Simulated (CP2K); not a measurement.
Consider ammonium at its PBE geometry (Å).

```xyz
5

N     0.0001   -0.0002   -0.0001
H    -0.6727   -0.2760   -0.7312
H     0.0926    1.0268    0.0117
H    -0.3381   -0.3249    0.9184
H     0.9180   -0.4257   -0.1988
```

Method: CP2K XAS_TDP, all-electron GAPW, PBEh(45%), aug-cc-pVTZ, TDA, GW2X-corrected core level, no relativity.

Q: Predict the bright core excitations at the N K edge.

Leading lines: N1 407.32 eV. The leading line of an atom is its first one with 35 % of the strongest within 2.5 eV of its lowest line over the strength cut. Core ionisation energies at this level: N1 415.77 eV.

The first six lines of each atom with a strength over 0.0015:

| atom | energy (eV) | states | strength, one atom | above the computed threshold |
| --- | --- | --- | --- | --- |
| N1 (bonded to 4 H) | 407.32 | 3 | 0.1328 |  |
|  | 410.22 | 3 | 0.0028 |  |
|  | 412.96 | 3 | 0.0208 |  |
|  | 416.43 | 3 | 0.0035 | yes |
|  | 416.96 | 3 | 0.0421 | yes |
|  | 422.75 | 1 | 0.0055 | yes |

Lines are vertical, at one geometry, with no vibrational structure. GW2X ionisation energies and lines can be off by 1 to 2 eV either way, and a good line position may hide errors that cancel. These values hold no scalar relativity, about 0.2 eV for N 1s. Rydberg lines, and the discretised continuum above threshold, depend on the basis and the box. The ion (charge +1) is isolated, with no counter-ion or solvent.

[Banner, clock and machine lines of the logs are left out without a mark of their own.]

[Logs are printed without paths, hosts, clocks, repeated set-up lines and the standing remarks that a program may print on its own settings, such as how far it seeks lower states.]

[Hosts, paths, dates, database ids (printed as entryN), source tags and the programs' standing remarks are cut or masked in the printed files.]
